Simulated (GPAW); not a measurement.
Consider KMgF3 (Pm-3m).

```
K Mg F
1.0
     3.98590    0.00000    0.00000
     0.00000    3.98590    0.00000
     0.00000    0.00000    3.98590
K Mg F
1 1 3
Direct
  0.50000 0.50000 0.50000
  0.00000 0.00000 0.00000
  0.00000 0.00000 0.50000
  0.00000 0.50000 0.00000
  0.50000 0.00000 0.00000
```

Absorber: atom 3, with 2 Mg at 1.99 Å (linear, site symmetry 4/mmm). Method: GPAW, PBE, full core hole (charged cell), 20-atom cell with 6.9 Å between holes, 4×4×4 k points, dipole transitions, Gaussian full width 0.9 eV up to 4 eV, rising linearly to 3.5 eV at 25 eV.

Q: Where do the maxima of the F K edge fall?

Main maxima up to 24 eV above the zero (height): 3.4 eV (3.50), 5.3 eV (1.67), 7.4 eV (1.75), 17.8 eV (1.09) and 22.2 eV (1.09). A K edge sees empty p states on the absorber. The total-energy difference plus the lowest empty eigenvalue puts the zero at 696.46 eV. One term is added: -9.97 eV, since the hole is spin-paired here and a spin-polarised one costs that much less in the free atom (computed apart). The photon energy is then 686.49 eV. The functional and the charged cell's background leave an error of a few eV in such absolute values.

The F K spectrum (energy from the lowest empty level; intensity scaled to a mean of 1 over the first 20 eV):

```csv
E (eV),intensity
-2.00,0.00
-1.25,0.00
-0.50,0.00
0.25,0.01
1.00,0.04
1.75,0.25
2.50,1.56
3.25,3.42
4.00,2.40
4.75,1.43
5.50,1.59
6.25,1.11
7.00,1.62
7.75,1.62
8.50,1.04
9.25,0.86
10.00,0.80
10.75,0.57
11.50,0.41
12.25,0.34
13.00,0.34
13.75,0.38
14.50,0.47
15.25,0.63
16.00,0.82
16.75,0.99
17.50,1.08
18.25,1.07
19.00,0.99
19.75,0.93
20.50,0.94
21.25,1.02
22.00,1.08
22.75,1.06
23.50,0.98
24.25,0.89
25.00,0.85
25.75,0.83
26.50,0.81
27.25,0.79
28.00,0.78
28.75,0.78
29.50,0.82
```

The mesh is coarse (0.28 Å⁻¹ between points), so small maxima may be mesh ripples. The structure is a published determination, not relaxed.

[Banner, clock and machine lines of the logs are left out without a mark of their own.]

[Logs are printed without paths, hosts, clocks, repeated set-up lines and the standing remarks that a program may print on its own settings, such as how far it seeks lower states.]

[Hosts, paths, dates, database ids (printed as entryN), source tags and the programs' standing remarks are cut or masked in the printed files.]

[Lists of maxima count a maximum above −3 eV only where it reaches 4 % of the highest in the window and stands out from its surroundings by 2 % of it (1.5 % where it reaches 55 %); shoulders and weaker maxima are passed over, and of the rest the first, up to two pre-edge ones and the few strongest are named.]
